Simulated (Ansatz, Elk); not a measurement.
# How far do independent atoms describe NiPbS3?

The structure of NiPbS3 used here is made up (a known structure type with other elements) and was relaxed beforehand with PBEsol. The aim is the Fourier transform of its all-electron density, F(hkl), set beside the sum over free spherical atoms that refinements use.

Main program and level: Elk 11.2.3 (patched build); DFT, PBE, all-electron APW+lo, Dirac cores, scalar-relativistic bands, static density, no spin.

The structure was built from a prototype and need not be the compound's stable phase.

## (1) Starting point

Symmetry: Pm-3m, No. 221, cubic system. The conventional cell has a = 4.511 Å, b = 4.511 Å, c = 4.511 Å, α = 90.00°, β = 90.00°, γ = 90.00°. Nearest to Pb lie 12 S at 3.19 Å. Ni has 6 S at 2.26 Å nearest. S has 2 Ni at 2.26 Å and 4 Pb at 3.19 Å nearest. Farther neighbours and most contacts between anions are not listed.

## (2) Ground state and structure factors

An all-electron density is needed, since X-rays see the cores too. Task 0 finds the density and task 195 Fourier-transforms it; tshift is off so that phases refer to the origin typed.

The input, elk.in:

```
tasks
  0
  195

xctype
  20

spinpol
  .false.

rgkmax
  7.0

gmaxvr
  14.0

lmaxo
  7

lmaxapw
  8

swidth
  0.002

tshift
  .false.

ramdisk
  .false.

hmaxvr
  5.5

maxscl
  120

epspot
  1e-06

sppath
  './'

avec
  8.52380220485 0.00000000000 -0.00000000000
  -0.00000000000 8.52380220485 0.00000000000
  -0.00000000000 0.00000000000 8.52380220485

atoms
  3
  'Pb.in'
  1
  0.0000000000 0.0000000000 -0.0000000000   0.000000 0.000000 0.000000
  'Ni.in'
  1
  0.5000000000 0.5000000000 0.5000000000   0.000000 0.000000 0.000000
  'S.in'
  3
  0.5000000000 0.5000000000 0.0000000000   0.000000 0.000000 0.000000
  0.0000000000 0.5000000000 0.5000000000   0.000000 0.000000 0.000000
  0.5000000000 0.0000000000 0.5000000000   0.000000 0.000000 0.000000

ngridk
  5 5 5
```

Launch:

```console
> OMP_NUM_THREADS=4 elk
```

Numbers of over 12 decimals in the logs are rounded to 6 here.

What it wrote:

```text
┌─────────────────────────┐
│ Elk code version 11.2.3 │
└─────────────────────────┘

All units are atomic (Hartree, Bohr, etc.)

┌─────────────────────────────────────────────────┐
│ Ground-state run starting from atomic densities │
└─────────────────────────────────────────────────┘

Lattice vectors :
   8.523802205       0.000000000      -0.000000000
  -0.000000000       8.523802205       0.000000000
  -0.000000000       0.000000000       8.523802205

Reciprocal lattice vectors :
  0.7371341047       0.000000000       0.000000000
  -0.000000000      0.7371341047      -0.000000000
   0.000000000       0.000000000      0.7371341047

Unit cell volume      :    619.2985883
Brillouin zone volume :   0.4005341174

Muffin-tin inner radius fraction :   0.1000000000E-01

Nuclei treated as point charges

Species : 1 (Pb)
 parameters loaded from : Pb.in
 name : lead
 nuclear charge    :   -82.00000000
 electronic charge :    82.00000000
 atomic mass :    377702.4943
 muffin-tin radius :    2.800000000
 number of radial points in muffin-tin :   1393
 inner part over the whole radius :   0.9993555083E-02
 number on inner part of muffin-tin    :   1001
 approximate nuclear radius :   0.1047603524E-03
 number of mesh points to nuclear radius :    525
 atomic positions (lattice), magnetic fields (Cartesian) :
  1 :   0.00000000  0.00000000  0.00000000    0.00000000  0.00000000  0.00000000

Species : 2 (Ni)
 parameters loaded from : Ni.in
 name : nickel
 nuclear charge    :   -28.00000000
 electronic charge :    28.00000000
 atomic mass :    106991.5231
 muffin-tin radius :    2.197513619
 number of radial points in muffin-tin :    993
 inner part over the whole radius :   0.9890179610E-02
 number on inner part of muffin-tin    :    699
 approximate nuclear radius :   0.7325707712E-04
 number of mesh points to nuclear radius :    336
 atomic positions (lattice), magnetic fields (Cartesian) :
  1 :   0.50000000  0.50000000  0.50000000    0.00000000  0.00000000  0.00000000

Species : 3 (S)
 parameters loaded from : S.in
 name : sulphur
 nuclear charge    :   -16.00000000
 electronic charge :    16.00000000
 atomic mass :    58450.91931
 muffin-tin radius :    2.014387484
 number of radial points in muffin-tin :    793
 inner part over the whole radius :   0.9963970228E-02
 number on inner part of muffin-tin    :    553
 approximate nuclear radius :   0.6195814986E-04
 number of mesh points to nuclear radius :    252
 atomic positions (lattice), magnetic fields (Cartesian) :
  1 :   0.50000000  0.50000000  0.00000000    0.00000000  0.00000000  0.00000000
  2 :   0.00000000  0.50000000  0.50000000    0.00000000  0.00000000  0.00000000
  3 :   0.50000000  0.00000000  0.50000000    0.00000000  0.00000000  0.00000000

Total number of atoms per unit cell :    5
Total muffin-tin volume :    239.1196979
 ratio of muffin-tin to unit cell volume :   0.3861137462

Spin treatment :
 spin-unpolarised

Number of Bravais lattice symmetries :   48
Number of crystal symmetries         :   48
Crystal has inversion symmetry
Real symmetric eigensolver will be used

k-point grid :      5     5     5
k-point offset :    0.000000000       0.000000000       0.000000000
k-point set is reduced with full crystal symmetry group
Total number of k-points :       10

Muffin-tin radius times maximum |G+k| :    7.000000000
 using average radius
Maximum |G+k| for APW functions       :    3.170095724
Maximum (1/2)|G+k|²                   :    5.024753450
Maximum |G| for potential and density :    14.00000000
Constant for pseudocharge density :   10
 order of it for each species :   17  17  17
 order of it for pair densities of each species (exact exchange by exxq0 0: 18) :   15   9   7
Radial integration step length :    1

G-vector grid sizes :     40    40    40
Number of G-vectors :    28545

Maximum angular momentum used for
 APW functions            :    8
 outer part of muffin-tin :    7
 inner part of muffin-tin :    2

Total nuclear charge    :   -158.0000000
[...]
Density of states at Fermi energy :    84.35386048
 (states/Hartree/unit cell)

Estimated indirect band gap :   0.1228897532E-01
 from k-point 8 to k-point 4
Estimated direct band gap   :   0.1750243394E-01
 at k-point 8

Charges :
 core                        :    110.0000000
 valence                     :    48.00000000
 interstitial                :    9.055805573
 muffin-tins (core leakage)
  species : 1 (Pb)
   atom 1                    :    79.81293458     (  0.1217784190E-02)
  species : 2 (Ni)
[...]
species : 3 (S)
[...]
total in muffin-tins        :    148.9441944
 total calculated charge     :    157.9964032
 total charge                :    158.0000000
 error                       :   0.3596768432E-02

RMS change in Kohn-Sham potential (target) :   0.4148522061     (  0.1000000000E-05)
Absolute change in total energy (target)   :   0.1059155436     (  0.1000000000E-03)

[... loops 3 to 17 left out ...]

┌──────────────────┐
│ Loop number : 18 │
└──────────────────┘

Energies :
 Fermi                       :     0.227736
 sum of occupied eigenvalues :     -14484.189308215
 electron kinetic            :      27118.267570195
 core electron kinetic       :      26789.888750224
 Coulomb                     :     -50234.460962090
 Coulomb potential           :     -40909.452730242
 nuclear-nuclear             :     -1930.0185358541
 electron-nuclear            :     -55731.010747524
 Hartree                     :      7426.5683212875
 Madelung                    :     -29779.734596969
 xc potential                :     -693.00414816853
 exchange                    :     -522.56762437443
 correlation                 :     -8.313888
 electron entropic           :    -0.14061006945499E-02
 total energy                :     -23647.076309880

Density of states at Fermi energy :    94.35057666
 (states/Hartree/unit cell)

Estimated indirect band gap :   0.1691741066E-01
 from k-point 3 to k-point 10
Estimated direct band gap   :   0.2235284251E-01
 at k-point 9

Charges :
 core                        :    110.0000000
 valence                     :    48.00000000
 interstitial                :    9.272293181
 muffin-tins (core leakage)
  species : 1 (Pb)
[...]
species : 2 (Ni)
[...]
species : 3 (S)
[...]
total in muffin-tins        :    148.7277068
 total calculated charge     :    157.9963935
 total charge                :    158.0000000
 error                       :   0.3606511061E-02

RMS change in Kohn-Sham potential (target) :   0.1043057006E-06 (  0.1000000000E-05)
Absolute change in total energy (target)   :   0.3961310722E-04 (  0.1000000000E-03)

Convergence targets achieved

┌──────────────────┐
│ Loop number : 19 │
└──────────────────┘

Energies :
 Fermi                       :     0.227736
 sum of occupied eigenvalues :     -14484.189307005
 electron kinetic            :      27118.267569014
 core electron kinetic       :      26789.888749099
 Coulomb                     :     -50234.460960314
 Coulomb potential           :     -40909.452729723
 nuclear-nuclear             :     -1930.0185358541
 electron-nuclear            :     -55731.010744428
 Hartree                     :      7426.5683199675
 Madelung                    :     -29779.734595453
 xc potential                :     -693.00414629569
 exchange                    :     -522.56762430419
 correlation                 :     -8.313888
 electron entropic           :    -0.14061008456042E-02
 total energy                :     -23647.076309216

Density of states at Fermi energy :    94.35058916
 (states/Hartree/unit cell)

Estimated indirect band gap :   0.1691741039E-01
 from k-point 3 to k-point 10
Estimated direct band gap   :   0.2235283923E-01
 at k-point 9

Charges :
 core                        :    110.0000000
 valence                     :    48.00000000
 interstitial                :    9.272293185
 muffin-tins (core leakage)
  species : 1 (Pb)
[...]
species : 2 (Ni)
[...]
species : 3 (S)
   atom 1                    :    13.89800443     (  0.2398348320E-03)
   atom 2                    :    13.89800443     (  0.2398348320E-03)
   atom 3                    :    13.89800443     (  0.2398348320E-03)
 total in muffin-tins        :    148.7277068
 total calculated charge     :    157.9963935
 total charge                :    158.0000000
 error                       :   0.3606511092E-02

┌──────────────────────────────┐
│ Self-consistent loop stopped │
└──────────────────────────────┘

Warning : core states of species 1 leak from the muffin-tin :   0.1152916305E-02

Warning : core states of species 2 leak from the muffin-tin :   0.8243766771E-03

Warning : core states of species 3 leak from the muffin-tin :   0.2398348320E-03

Wrote STATE.OUT
```

Elapsed: 25 s, on 4 threads of Arm Neoverse V1, shared host; peak memory 0.19 GiB; 53 s of CPU time.

SFACRHO.OUT:

```text

h k l indices transformed by vhmat matrix:
   1.000000000       0.000000000       0.000000000    
   0.000000000       1.000000000       0.000000000    
   0.000000000       0.000000000       1.000000000    

      h      k      l  multipl.   |H|            Re(F)            Im(F)           |F|

      0      0      0      1   0.0000000       158.00000      0.24507234E-16   158.00000    
      0      1      0      6  0.73713410       37.090205      0.56882607E-14   37.090205    
      0     -1      1     12   1.0424650       84.298142      0.56442926E-14   84.298142    
      1     -1     -1      8   1.2767537       81.861259      0.73243857E-17   81.861259    
     -2      0      0      6   1.4742682       120.89943      0.10225741E-13   120.89943    
     -1      0     -2     24   1.6482820       35.310824     -0.10138278E-13   35.310824    
     -2      1      1     24   1.8056024       74.004768     -0.58083059E-14   74.004768    
     -2      2      0     12   2.0849301       105.32541     -0.97726619E-14   105.32541    
     -2     -1      2     24   2.2114023       33.282089     -0.12716769E-13   33.282089    
      3      0      0      6   2.2114023       33.298727      0.12935240E-13   33.298727    
     -3      0     -1     24   2.3310227       66.731602      0.86512129E-14   66.731602    
     -3     -1      1     24   2.4447972       64.935920      0.15951589E-14   64.935920    
      2      2      2      8   2.5535074       95.817328     -0.23750936E-13   95.817328    
      0     -2     -3     24   2.6577748       31.452498     -0.15412575E-13   31.452498    
     -2      3      1     48   2.7581033       61.285827     -0.40874926E-14   61.285827    
      0      0      4      6   2.9485364       88.848608     -0.14531229E-13   88.848608    
      0      4     -1     24   3.0392818       29.991115      0.32123119E-14   29.991115    
      3      2      2     24   3.0392818       29.972652      0.17412798E-13   29.972652
```

Elk indexes on the primitive cell of elk.in and gives |H| = 4π sin θ/λ in inverse bohr. Below, one row stands for each form hkl of the conventional cell (m members, Friedel mates merged), F is for one primitive cell and the density is static (no thermal factor). Free-atom factors are Waasmaier and Kirfel's, and R is Σm||F|−|F'||/Σm|F|.

| hkl | m | sin θ/λ (Å⁻¹) | abs F, DFT | neutral atoms | diff. |
| --- | --- | --- | --- | --- | --- |
| 100 | 6 | 0.111 | 37.090 | 37.528 | -0.437 |
| 110 | 12 | 0.157 | 84.298 | 84.433 | -0.135 |
| 111 | 8 | 0.192 | 81.861 | 81.733 | +0.128 |
| 200 | 6 | 0.222 | 120.899 | 120.832 | +0.067 |
| 210 | 24 | 0.248 | 35.311 | 35.247 | +0.064 |
| 211 | 24 | 0.272 | 74.005 | 74.001 | +0.004 |
| 220 | 12 | 0.314 | 105.325 | 105.487 | -0.162 |
| 221 | 24 | 0.333 | 33.282 | 33.136 | +0.147 |
| 300 | 6 | 0.333 | 33.299 | 33.136 | +0.163 |
| 310 | 24 | 0.350 | 66.732 | 66.792 | -0.061 |
| 311 | 24 | 0.368 | 64.936 | 64.941 | -0.005 |
| 222 | 8 | 0.384 | 95.817 | 95.925 | -0.108 |
| 320 | 24 | 0.400 | 31.453 | 31.406 | +0.046 |
| 321 | 48 | 0.415 | 61.286 | 61.324 | -0.038 |

## (3) The highest occupied states alone

An energy window below the Fermi level keeps the highest occupied states, to see at which angles they scatter; shallow core shells can lie inside it and anion s states outside. No new self-consistency is needed.

elk.in: that of step 2 with these lines changed.

```diff
@@ -1,3 +1,2 @@
 tasks
-  0
   195
@@ -40,2 +39,5 @@
 
+wsfac
+  -0.323500 0.527740
+
 sppath
```

Launch:

```console
> OMP_NUM_THREADS=4 elk
```

What it wrote:

```text
┌─────────────────────────────────┐
│ Elk code version 11.2.3 started │
└─────────────────────────────────┘

Info(readinput): the functional depends on the density's gradient
 muffin-tin radial points multiplied by    2.00000
 (not where nrmtscf is given)

┌────────────────────┐
│ Current task : 195 │
└────────────────────┘
Info(checkmt): changed muffin-tin radius of species 2 (Ni) from   2.4000 to   2.1975
Info(checkmt): changed muffin-tin radius of species 3 (S) from   2.2000 to   2.0144

Info(sfacrho): density structure factors written to SFACRHO.OUT

 Energy window :  -0.3235000000      0.5277400000

┌──────────────────┐
│ Elk code stopped │
└──────────────────┘
```

The job ended after 12 s (4 threads; peak memory 0.17 GiB).

States within 15 eV below the Fermi level hold 32.00 electrons; any levels below the window count with the cores. Their amplitudes can exceed the total, where window and core parts have opposite phase:

| hkl | sin θ/λ (Å⁻¹) | abs F, window | abs F, all |
| --- | --- | --- | --- |
| 100 | 0.111 | 10.539 | 37.090 |
| 110 | 0.157 | 4.763 | 84.298 |
| 111 | 0.192 | 0.111 | 81.861 |
| 200 | 0.222 | 9.297 | 120.899 |
| 210 | 0.248 | 5.643 | 35.311 |
| 211 | 0.272 | 3.833 | 74.005 |
| 220 | 0.314 | 4.010 | 105.325 |
| 221 | 0.333 | 3.483 | 33.282 |
| 300 | 0.333 | 3.467 | 33.299 |
| 310 | 0.350 | 3.120 | 66.732 |

## (4) Another functional

The difference from free atoms is small, so it is set against the change that LDA (Perdew-Wang) makes.

elk.in: that of step 3 with these lines changed.

```diff
@@ -1,2 +1,3 @@
 tasks
+  0
   195
@@ -4,3 +5,3 @@
 xctype
-  20
+  3
 
@@ -39,5 +40,2 @@
 
-wsfac
-  -0.323500 0.527740
-
 sppath
```

Launch:

```console
> OMP_NUM_THREADS=4 elk
```

What it wrote:

```text
┌─────────────────────────┐
│ Elk code version 11.2.3 │
└─────────────────────────┘

All units are atomic (Hartree, Bohr, etc.)

┌─────────────────────────────────────────────────┐
│ Ground-state run starting from atomic densities │
└─────────────────────────────────────────────────┘

Lattice vectors :
   8.523802205       0.000000000      -0.000000000
  -0.000000000       8.523802205       0.000000000
  -0.000000000       0.000000000       8.523802205

Reciprocal lattice vectors :
  0.7371341047       0.000000000       0.000000000
[...]
atom 3                    :    13.87398779     (  0.2360123997E-03)
 total in muffin-tins        :    148.7187169
 total calculated charge     :    157.9963480
 total charge                :    158.0000000
 error                       :   0.3652006009E-02

┌──────────────────────────────┐
│ Self-consistent loop stopped │
└──────────────────────────────┘

Warning : core states of species 1 leak from the muffin-tin :   0.1168219090E-02

Warning : core states of species 2 leak from the muffin-tin :   0.8638322346E-03

Warning : core states of species 3 leak from the muffin-tin :   0.2360123997E-03

Wrote STATE.OUT
[key lines of the parts left out:]
total energy                :     -23629.823878817
```

It took 15 s on 4 threads; peak memory 0.17 GiB.

Against the first run R = 0.04 %; the largest change is -0.054 at 711.

## (5) A coarser k-mesh

About half the k-points along each axis test the sampling.

elk.in: that of step 4 with these lines changed.

```diff
@@ -5,3 +5,3 @@
 xctype
-  3
+  20
 
@@ -63,2 +63,2 @@
 ngridk
-  5 5 5
+  2 2 2
```

Launch:

```console
> OMP_NUM_THREADS=4 elk
```

What it wrote:

```text
┌─────────────────────────┐
│ Elk code version 11.2.3 │
└─────────────────────────┘

All units are atomic (Hartree, Bohr, etc.)

┌─────────────────────────────────────────────────┐
│ Ground-state run starting from atomic densities │
└─────────────────────────────────────────────────┘

Lattice vectors :
   8.523802205       0.000000000      -0.000000000
  -0.000000000       8.523802205       0.000000000
  -0.000000000       0.000000000       8.523802205

Reciprocal lattice vectors :
  0.7371341047       0.000000000       0.000000000
[...]
atom 3                    :    13.90494378     (  0.2399661288E-03)
 total in muffin-tins        :    148.7337869
 total calculated charge     :    157.9962929
 total charge                :    158.0000000
 error                       :   0.3707146773E-02

┌──────────────────────────────┐
│ Self-consistent loop stopped │
└──────────────────────────────┘

Warning : core states of species 1 leak from the muffin-tin :   0.1153089555E-02

Warning : core states of species 2 leak from the muffin-tin :   0.8221927953E-03

Warning : core states of species 3 leak from the muffin-tin :   0.2399661288E-03

Wrote STATE.OUT
[key lines of the parts left out:]
total energy                :     -23647.069357884
```

Run time: 21 s. Hardware: 4 threads; peak memory 0.18 GiB.

Against the first run R = 0.05 %; the largest change is -0.149 at 300.

## (6) Settings against the effect

| run | R against the first run (%) | R against neutral atoms, low angle (%) | wall time |
| --- | --- | --- | --- |
| PBE, rgkmax 7 | 0.00 | 0.14 | 25 s |
| LDA (Perdew-Wang) | 0.04 | 0.13 | 15 s |
| k-mesh 2×2×2 | 0.05 | 0.20 | 21 s |

## (7) Results

| Property | Result |
| --- | --- |
| R against neutral atoms, sin θ/λ < 0.3 Å⁻¹ | 0.14 % |
| R against neutral atoms, 0.3 to 0.81 Å⁻¹ | 0.13 % |

**Reading.** Independent neutral atoms miss the calculated amplitudes by R = 0.14 % below 0.3 Å⁻¹ and 0.13 % from there to 0.81 Å⁻¹; by shells, 1.18 % below 0.15 Å⁻¹ (1 form), 0.09 % 0.15 to 0.3 (5 forms), 0.12 % 0.3 to 0.45 (9 forms), 0.14 % above 0.45 (53 forms). Bonding, aspherical density and the tables' own atoms all enter these figures, and the runs don't part them. The largest change of an amplitude is -0.44 electrons, at 100. The window's part falls from 32.0 electrons at the origin to at most 2.08 between 0.45 and 0.81 Å⁻¹, where compact states inside the window still scatter. Below 0.3 Å⁻¹ the changes that finished (LDA (Perdew-Wang) and k-mesh 2×2×2) move F by R = 0.07 % at most, against the 0.14 % that separates it from free atoms, so the difference from free atoms is only partly resolved. A single amplitude moves by up to 0.15 electrons, against 0.44 for the largest difference from free atoms. The basis has no finished test. These runs have no spin, though d or f shells may be open. Spin-orbit coupling is left out, which can matter for elements this heavy. Part of the difference isn't bonding: the tables are fits to free atoms and ions calculated by other methods than this functional. Thermal motion, anomalous dispersion and extinction are left out.

[Logs are printed without paths, hosts, clocks, repeated set-up lines and the standing remarks that a program may print on its own settings, such as how far it seeks lower states.]

[Hosts, paths, dates, database ids (printed as entryN), source tags and the programs' standing remarks are cut or masked in the printed files.]
